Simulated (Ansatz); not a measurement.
## k-point convergence of GW for Ga2S3 (Imm2)

Wanted: mesh convergence of the gap correction in Ga2S3 (Imm2).

Calculated with Ansatz 0.2.0; G0W0 on LDA, plane waves, PAW; PAW set soft_1.

### 1. Set-up

Symmetry: Imm2, No. 44, orthorhombic system. Conventional cell: a = 3.673 Å, b = 11.141 Å, c = 5.346 Å, α = 90.00°, β = 90.00°, γ = 90.00°. Ga has 4 S at 2.20 to 2.32 Å nearest. Nearest to S lie 3 Ga at 2.32 Å. S has 2 Ga at 2.20 Å nearest. Farther neighbours and most contacts between anions are not listed.

The cell and positions are those that the Materials Project relaxed with its own functionals (PBE, PBE+U or r2SCAN), kept fixed.

### 2. The 4×4×4 mesh

G0W0 replaces the xc potential by the self-energy, built once from these orbitals. Only a window of levels is corrected, while the sums run over the empty bands that the input names. This step takes PAW set soft_1 files.

input.yaml reads:

```yaml
crystal:
  lattice:
    - [-1.83633776, 5.57061928, 2.67305246]
    - [1.83633776, -5.57061928, 2.67305246]
    - [1.83633776, 5.57061928, -2.67305246]
  atoms:
    - { symbol: Ga, position: [0.16642079, 0.00736566, 0.15905513] }
    - { symbol: Ga, position: [0.84831053, 0.00736566, 0.84094487] }
    - { symbol: S, position: [0.90747666, 0.24172383, 0.66575283] }
    - { symbol: S, position: [0.575971, 0.24172383, 0.33424717] }
    - { symbol: S, position: [0.25182003, 0.25182003, 0.0] }
kpoints:
  mp_grid: { grid: [4, 4, 4] }
hamiltonian:
  xc: lda
  pseudopotentials: { kind: paw, azcp: { folder: soft_1 }, xc_functional: pbe }
scf:
  occupations: { method: fixed }
gw:
  n_empty_bands: 248
  ecut_chi: 100
  qp_bands: [v2, c2]
  qp_kpoints: band_edges
  screening: { model: contour_deformation }
```

The run is started by

```sh
> ansatz run input.yaml --threads 2 --pin off --max-ram 92160MiB --backend cuda --events-out ev --progress --plain --runs-dir out --devices 1 --max-vram 13GiB
```

Numbers of over 12 decimals in the logs are rounded to 6 here.

Log:

```text
GPUs: using 1 of 1 available (devices: 1).
Engine: ansatz 0.2.0, x86_64-unknown-linux-gnu
Pseudopotentials: kind: paw
Pseudopotential: Ga, paw, valence charge 13, recommended cutoff 420 eV (normal), soft_1/Ga.paw.azcp
Pseudopotential: S, paw, valence charge 6, recommended cutoff 420 eV (normal), soft_1/S.paw.azcp
Functional definition: SPW92
  exchange = slater_x
  correlation = pw_c
device memory: the entry about to start is reckoned to put 1.3 GiB on a device that reports 50.0 GiB free (of which the cap on the GPU budget leaves the run 13.0 GiB)
GPU FFT provider: cuFFT
GPU libraries: cuBLAS 13.8.2, cuFFT 12.4.0, cuSOLVER 12.3.4
Crystal: 5 atoms, lattice volume = 109.376 Å³
Basis set: ecut = 420 eV, 2133 PW (Γ)
Bands: 27, of which v1, the nominal top of the filled ones, is band 22 counted from 1 (21 counted from 0)
Symmetry: 4 space group operations
Space group: Imm2 (ITA 44), of the structure as read, at distance tolerance 4.8e-5 Å
k-points: 18 of 64 (time reversal used)
Non-local potential: Ga, projectors of the file, l = 0: 2, l = 1: 2, l = 2: 3, l = 3: 1
Non-local potential: S, projectors of the file, l = 0: 2, l = 1: 2, l = 2: 1
PAW form: soft (Blöchl's): semilocal exchange-correlation on the pseudo side does not see the compensation charge
PAW frozen core: Ga, regenerated for the run's functional, and the local potential with it (the file was generated under x = pbe(κ = 0.804, μ = 0.219515), c = pbe(β = 0.066725))
PAW frozen core: S, regenerated for the run's functional, and the local potential with it (the file was generated under x = pbe(κ = 0.804, μ = 0.219515), c = pbe(β = 0.066725))
PAW one-centre angular grid: Ga, 590 points (default); XC on 64 Gauss nodes
PAW one-centre angular grid: S, 110 points (default); XC on 64 Gauss nodes
Initial density: superposition of atomic densities (chi_scale 0.1, normalization cell, long waves kept (reshape's long-wave potential 0.05 eV rms))
Initial wavefunctions: pseudopotential atomic-orbital guess
GPU buffer pool allocated for 91125 grid points (all kernels)
GPU transforms: local potential and band sums: pruned to the plane-wave sphere, on 45×45×45
Functional: x = slater, c = lda
SCF iter   1: F=—  HF=-10026.405314 eV  |F-HF|=—  |Δ(HF+E_count)|=         —  Δρ=4.82e-2  dr2=1.66e0  ethr=3.10e-3  ⟨swp⟩=5.0  Hψ=1962  notcnv=0  defer=51
preconditioner: auto → Resta (q_TF=auto, 2.344 Å⁻¹)  ε∞=3.7  [insulator: Δε(μ)=1.680 eV  Ē_g=14.274 eV  n_scr=20 (ndim 8)  ℏωp=23.6 eV  f_vac=0.000  ε∞_Penn≈3.7]
SCF iter   2: F=—  HF=-10025.981974 eV  |F-HF|=—  |Δ(HF+E_count)|=   4.23e-1  Δρ=2.24e-2  dr2=4.01e-1  ethr=3.10e-3  ⟨swp⟩=3.0  Hψ=1063  notcnv=0  defer=52
SCF iter   3: F=—  HF=-10025.840784 eV  |F-HF|=—  |Δ(HF+E_count)|=   1.41e-1  Δρ=5.98e-3  dr2=3.20e-2  ethr=9.11e-4  ⟨swp⟩=2.2  Hψ=915  notcnv=0  defer=52
SCF iter   4: F=—  HF=-10025.817037 eV  |F-HF|=—  |Δ(HF+E_count)|=   2.37e-2  Δρ=1.97e-3  dr2=4.27e-3  ethr=7.28e-5  ⟨swp⟩=2.9  Hψ=925  notcnv=0  defer=53
SCF iter   5: F=—  HF=-10025.817623 eV  |F-HF|=—  |Δ(HF+E_count)|=   5.85e-4  Δρ=7.11e-4  dr2=6.53e-4  ethr=9.70e-6  ⟨swp⟩=2.1  Hψ=901  notcnv=0  defer=54
SCF iter   6: F=—  HF=-10025.817650 eV  |F-HF|=—  |Δ(HF+E_count)|=   2.74e-5  Δρ=1.51e-4  dr2=3.90e-5  ethr=1.48e-6  ⟨swp⟩=2.3  Hψ=706  notcnv=0  defer=54
SCF iter   7: F=—  HF=-10025.817659 eV  |F-HF|=—  |Δ(HF+E_count)|=   8.62e-6  Δρ=5.71e-5  dr2=4.44e-6  ethr=8.87e-8  ⟨swp⟩=2.3  Hψ=725  notcnv=0  defer=48
SCF iter   8: F=—  HF=-10025.817659 eV  |F-HF|=—  |Δ(HF+E_count)|=   2.10e-7  Δρ=1.74e-5  dr2=4.73e-7  ethr=1.01e-8  ⟨swp⟩=2.0  Hψ=661  notcnv=0  defer=48
SCF iter   9: F=-10025.817659 eV  HF=-10025.817659 eV  |F-HF|=1.18e-8  |Δ(HF+E_count)|=   1.18e-7  Δρ=4.45e-6  dr2=3.27e-8  ethr=2.27e-10  ⟨swp⟩=10.6  Hψ=2349  notcnv=0
SCF 1 converged in 9 iterations: F = -10025.817659 eV  dr2 = 3.27e-8
[...]
NSCF: frozen V_eff on 1 k-points
device memory: the entry about to start is reckoned to put 0.7 GiB on a device that reports 44.4 GiB free (of which the cap on the GPU budget leaves the run 13.0 GiB)
NSCF: frozen V_eff on 1 k-points
device memory: the entry about to start is reckoned to put 0.7 GiB on a device that reports 44.4 GiB free (of which the cap on the GPU budget leaves the run 13.0 GiB)
NSCF: frozen V_eff on 1 k-points
SCF converged after 9 iterations
Free energy (F): -10025.817659 eV
Harris-Foulkes:  -10025.817659 eV  (|F-HF|=1.18e-8)
Internal energy: -10025.817659 eV  (E = F + TS)
E sigma→0 (E₀):  -10025.817659 eV
Fermi energy:    5.509839 eV
--- Per-component energies (eV) ---
  E_band       = -200.734203
  E_kinetic    = 540.528212
  E_local      = -4060.316118  (includes V_loc(G=0)·N_el)
  E_nonlocal   = -73.004626
  E_hartree    = 2304.887803
  E_xc         = -388.845057
  E_vxc        = -359.366366  (∫ρ·V_xc dr)
  E_paw        = -5566.016089  (= ΣΔE_a)
  E_vpaw       = -858.349661  (= ΣTr[D̂ρ^β])
  E_aug_tail   = -0.000422  (compensation charges beyond the density's cutoff)
  E_ewald      = -2786.967918
  E_core_change = 3.916556  (= ΣΔE_core)
  E_smearing   = -0.000000  (= −TS)
  E_closure    = 0.000000  (closes the sum)
  Σ components = -10025.817659   (vs F -10025.817659, Δ=0.00e0)
--- Band table (eV; the first three rows and the last of 18) ---
  k-point 0: bands = [... 18 lower, 3.2905, 4.4218, 4.4980, 5.3788, 6.7587, 7.9377, 9.4786, 10.5210, ... 1 higher]
  k-point 1: bands = [... 18 lower, 2.5363, 3.6329, 3.9167, 4.3308, 8.1935, 9.1559, 9.4922, 9.7085, ... 1 higher]
  k-point 2: bands = [... 18 lower, 2.9359, 2.9545, 3.3958, 3.6351, 7.7277, 7.8402, 8.6865, 9.3800, ... 1 higher]
  k-point 17: bands = [... 18 lower, 3.2690, 3.4788, 3.5553, 5.5098, 7.5066, 7.7481, 7.8126, 10.2466, ... 1 higher]
--- G₀W₀: contour deformation, 7 samples at zero and on the imaginary axis and 1 off it, 64 q-points, 248 empty bands' worth ---
  eigenvalues of the whole cell's RPA ε∞ on this k-mesh (on a slab, of 1 + 4πα/V) = 5.9395, 6.1795, 7.2845; static W/v taken at q = 0 is 0.150572
  gw.qp_kpoints: band_edges: 10 of 18 stored k-points solved, in 1 pass; an edge of the gap read off the rows below is read off those points alone
    valence top: of the k-points left out ik 3 came nearest to being solved in a further pass, in band 22 (counted from 1, as in the quasiparticle table): it holds the edge there only if its correction is more favourable than any solved in that band by at least 0.898 eV; those differ by 0.020 eV
    conduction bottom: of the k-points left out ik 3 came nearest to being solved in a further pass, in band 23 (counted from 1, as in the quasiparticle table): it holds the edge there only if its correction is more favourable than any solved in that band by at least 0.788 eV; those differ by 0.322 eV
    ik  band        ε_KS         Σx   Σc(E_QP)       V_xc       Z   E_QP_lin       E_QP  E_QP is
     0    21      4.4980   -19.0445     1.9889   -16.5473  0.7529     3.9852     3.9897  root
     0    22      5.3788   -18.6890     2.3570   -15.7460  0.7428     4.7859     4.7928  root
     0    23      6.7587   -10.2393    -3.7738   -14.8055  0.7835     7.5606     7.5511  root
     0    24      7.9377    -8.1776    -4.2387   -13.1679  0.7841     8.6997     8.6893  root
     2    21      3.3958   -17.9781     2.5614   -14.8254  0.7381     2.7963     2.8045  root
     2    22      3.6351   -17.5981     2.6344   -14.3577  0.7275     3.0170     3.0292  root
     2    23      7.7277    -6.7332    -3.7944   -11.0600  0.7982     8.2643     8.2601  root
     2    24      7.8402    -9.0843    -3.9639   -13.8655  0.7815     8.6692     8.6575  root
     4    21      3.6737   -18.0984     2.4973   -15.0088  0.7374     3.0727     3.0815  root
     4    22      3.8536   -17.9800     2.5328   -14.8451  0.7345     3.2414     3.2515  root
     4    23      7.9802    -8.8514    -3.9843   -13.5919  0.7825     8.7463     8.7364  root
     4    24      8.1253    -9.9917    -4.0543   -14.8981  0.7748     8.9910     8.9775  root
     6    21      4.1574   -18.7812     2.1017   -16.1586  0.7515     3.6317     3.6365  root
     6    22      5.2907   -18.5115     2.4181   -15.4963  0.7410     4.6862     4.6937  root
[...]
14    24      7.7703    -8.2082    -4.1387   -13.0720  0.7855     8.5046     8.4953  root
    17    21      3.5553   -19.2705     2.1360   -16.6294  0.7558     3.0457     3.0502  root
    17    22      5.5098   -18.8299     2.3881   -15.8507  0.7427     4.9116     4.9187  root
    17    23      7.5066    -7.2647    -4.0029   -11.8986  0.7934     8.1441     8.1376  root
    17    24      7.7481   -10.5675    -4.1878   -15.6530  0.7717     8.6614     8.6457  root
```

Elapsed: 22 s, on 1 × NVIDIA H100 80GB HBM3 (shared by 6 runs) with 2 threads of AMD EPYC 7R13 (Zen 3), shared host; peak memory 1.4 GiB; 34 s of CPU time.

The column dr2 measures how far the density is from self-consistency, as an energy; F and HF (Harris–Foulkes) agree once it is small.

Numbers from this step:

```yaml
bands_summed: 270
rpa_eps_infinity_on_this_mesh_eigenvalues: 5.940, 6.179, 7.284
plane_waves_in_the_screening_matrix: 239
q_points_in_the_mesh: 64
g0w0_gap_on_the_mesh: 2.632 eV
k_of_the_valence_top: -0.5, -0.5, -0.5
k_of_the_conduction_bottom: 0, 0, 0
starting_gap_on_the_mesh: 1.249 eV
z_at_the_valence_top: 0.7427
z_at_the_conduction_bottom: 0.7835
least_direct_g0w0_gap_on_the_computed_points: 2.758 eV
```

The gap on the mesh goes from 1.25 eV to 2.63 eV, a correction of +1.38 eV. Between the two edge states, bare exchange in place of the xc potential would open the gap by 7.55 eV, and correlation takes back 6.16 eV.

### 3. The 6×6×6 mesh

A second mesh at equal bands and cutoff isolates the sampling error.

input.yaml, as its differences from that of step 2:

```diff
@@ -12,3 +12,3 @@
 kpoints:
-  mp_grid: { grid: [4, 4, 4] }
+  mp_grid: { grid: [6, 6, 6] }
 hamiltonian:
```

Log:

```text
GPUs: using 1 of 1 available (devices: 1).
[...]
GPU FFT provider: cuFFT
GPU libraries: cuBLAS 13.8.2, cuFFT 12.4.0, cuSOLVER 12.3.4
Crystal: 5 atoms, lattice volume = 109.376 Å³
Basis set: ecut = 420 eV, 2133 PW (Γ)
Bands: 27, of which v1, the nominal top of the filled ones, is band 22 counted from 1 (21 counted from 0)
[... 1 set-up line as in the run before ...]
[...]
k-points: 46 of 216 (time reversal used)
[...]
GPU buffer pool allocated for 91125 grid points (all kernels)
[...]
SCF iter   1: F=—  HF=-10026.432185 eV  |F-HF|=—  |Δ(HF+E_count)|=         —  Δρ=4.81e-2  dr2=1.66e0  ethr=3.10e-3  ⟨swp⟩=5.0  Hψ=5015  notcnv=0  defer=129
[...]
SCF iter   9: F=-10025.847367 eV  HF=-10025.847367 eV  |F-HF|=2.15e-8  |Δ(HF+E_count)|=   1.41e-7  Δρ=5.29e-6  dr2=4.46e-8  ethr=2.27e-10  ⟨swp⟩=11.2  Hψ=6053  notcnv=0
SCF 1 converged in 9 iterations: F = -10025.847367 eV  dr2 = 4.46e-8
[...]
0    21      4.4946   -19.0267     1.9582   -16.5484  0.7554     3.9705     3.9745  root
     0    22      5.3756   -18.6119     2.2790   -15.7434  0.7455     4.7799     4.7861  root
     0    23      6.7569   -10.3433    -3.6678   -14.8070  0.7873     7.5599     7.5527  root
     0    24      7.9372    -8.2745    -4.1408   -13.1728  0.7888     8.7032     8.6947  root
     3    21      3.3906   -17.9680     2.5390   -14.8275  0.7401     2.7817     2.7892  root
     3    22      3.6318   -17.5878     2.6135   -14.3570  0.7298     3.0032     3.0147  root
     3    23      7.7265    -6.7529    -3.7621   -11.0619  0.8012     8.2771     8.2734  root
     3    24      7.8377    -9.0993    -3.9364   -13.8682  0.7840     8.6800     8.6702  root
[...]
45    21      3.5472   -19.1457     2.0194   -16.6282  0.7591     3.0455     3.0491  root
    45    22      5.5068   -18.7659     2.3202   -15.8492  0.7453     4.9040     4.9103  root
    45    23      7.5065    -7.3513    -3.9152   -11.9036  0.7978     8.1489     8.1436  root
    45    24      7.7469   -10.6517    -4.0994   -15.6561  0.7756     8.6644     8.6519  root
[key lines of the parts left out:]
SCF converged after 9 iterations
Free energy (F): -10025.847367 eV
Fermi energy:    5.506787 eV
```

The job ended after 1.7 min (1 × NVIDIA H100 80GB HBM3 (shared by 6 runs) with 2 threads; peak memory 2 GiB; 3 min of CPU time).

Numbers from this step:

```yaml
bands_summed: 270
rpa_eps_infinity_on_this_mesh_eigenvalues: 5.786, 6.073, 6.374
plane_waves_in_the_screening_matrix: 239
q_points_in_the_mesh: 216
g0w0_gap_on_the_mesh: 2.642 eV
k_of_the_valence_top: -0.5, -0.5, -0.5
k_of_the_conduction_bottom: 0, 0, 0
starting_gap_on_the_mesh: 1.250 eV
z_at_the_valence_top: 0.7453
z_at_the_conduction_bottom: 0.7873
least_direct_g0w0_gap_on_the_computed_points: 2.767 eV
```

Against the run with 4×4×4 mesh, 248 empty bands, screening to 100 eV, PAW set soft_1 files, the gap moves by +0.010 eV.

### 4. The 8×8×8 mesh

input.yaml, as its differences from that of step 3:

```diff
@@ -12,3 +12,3 @@
 kpoints:
-  mp_grid: { grid: [6, 6, 6] }
+  mp_grid: { grid: [8, 8, 8] }
 hamiltonian:
```

Log:

```text
GPUs: using 1 of 1 available (devices: 1).
[...]
GPU FFT provider: cuFFT
GPU libraries: cuBLAS 13.8.2, cuFFT 12.4.0, cuSOLVER 12.3.4
Crystal: 5 atoms, lattice volume = 109.376 Å³
Basis set: ecut = 420 eV, 2133 PW (Γ)
Bands: 27, of which v1, the nominal top of the filled ones, is band 22 counted from 1 (21 counted from 0)
[... 1 set-up line as in the run before ...]
[...]
k-points: 95 of 512 (time reversal used)
[...]
4    24      7.8374    -9.1031    -3.9301   -13.8685  0.7845     8.6821     8.6727  root
[...]
94    21      3.5462   -19.1146     1.9910   -16.6280  0.7601     3.0473     3.0507  root
    94    22      5.5064   -18.7519     2.3063   -15.8490  0.7458     4.9037     4.9098  root
    94    23      7.5065    -7.3719    -3.8942   -11.9042  0.7988     8.1495     8.1446  root
    94    24      7.7468   -10.6750    -4.0756   -15.6565  0.7765     8.6644     8.6527  root
[key lines of the parts left out:]
SCF converged after 9 iterations
Free energy (F): -10025.849606 eV
Fermi energy:    5.506393 eV
```

It took 11 min on 1 × NVIDIA H100 80GB HBM3 (shared by 6 runs) with 2 threads; peak memory 3.2 GiB.

This step gave:

```
bands summed                                 : 270
RPA ε∞ on this mesh (eigenvalues)            : 5.774, 6.065, 6.150
plane waves in the screening matrix          : 239
G0W0 gap on the mesh                         : 2.642 eV
k of the valence top                         : -0.5, -0.5, -0.5
k of the conduction bottom                   : 0, 0, 0
starting gap on the mesh                     : 1.250 eV
least direct G0W0 gap on the computed points : 2.765 eV
```

Against the run with 6×6×6 mesh, 248 empty bands, screening to 100 eV, PAW set soft_1 files, the gap moves by −0.0002 eV.

### 5. The meshes together

Times are wall times on 1 × NVIDIA H100 80GB HBM3 (shared by 6 runs) with 2 threads of AMD EPYC 7R13 (Zen 3), shared host, good to a factor of about two.

| mesh | points | irreducible | start (eV) | G0W0 (eV) | shift (eV) | RPA ε∞ (mean) | time |
| --- | --- | --- | --- | --- | --- | --- | --- |
| 4×4×4 | 64 | 18 | 1.249 | 2.632 | +1.384 | 6.47 | 22 s |
| 6×6×6 | 216 | 46 | 1.250 | 2.642 | +1.392 | 6.08 | 1.7 min |
| 8×8×8 | 512 | 95 | 1.250 | 2.642 | +1.392 | 6.00 | 11 min |

### 6. Summary of results

| Item | Value |
| --- | --- |
| 4×4×4 | 2.632 eV (shift +1.384) |
| 6×6×6 | 2.642 eV (shift +1.392) |
| 8×8×8 | 2.642 eV (shift +1.392) |
| settings | LDA start, 248 empty bands, 100 eV |

What this shows: The shift is +1.38 eV on 4×4×4 and +1.39 eV on 8×8×8; the last step moves it by −0.0005 eV. The RPA ε∞ (mean) ranges from 6.00 to 6.47 and ends at 6.00. From 64 to 512 points the time grows 31-fold. Bands and cutoff are modest here, so the values stand off the basis limit. The many-body steps are scalar-relativistic: spin-orbit coupling is not in them.

[Paths, hosts, dates, memory and timing lines, banners, echoed tables and standing remarks are left out of the program output.]

[Logs are printed without paths, hosts, clocks, repeated set-up lines and the standing remarks that a program may print on its own settings, such as how far it seeks lower states.]

[Runs of the session that timed out or met a known fault of the program may be left out.]

[Cells called generated may have been cut or substituted from an entry of the Crystallography Open Database or the Materials Project.]

[Hosts, paths, dates, database ids (printed as entryN), source tags and the programs' standing remarks are cut or masked in the printed files.]
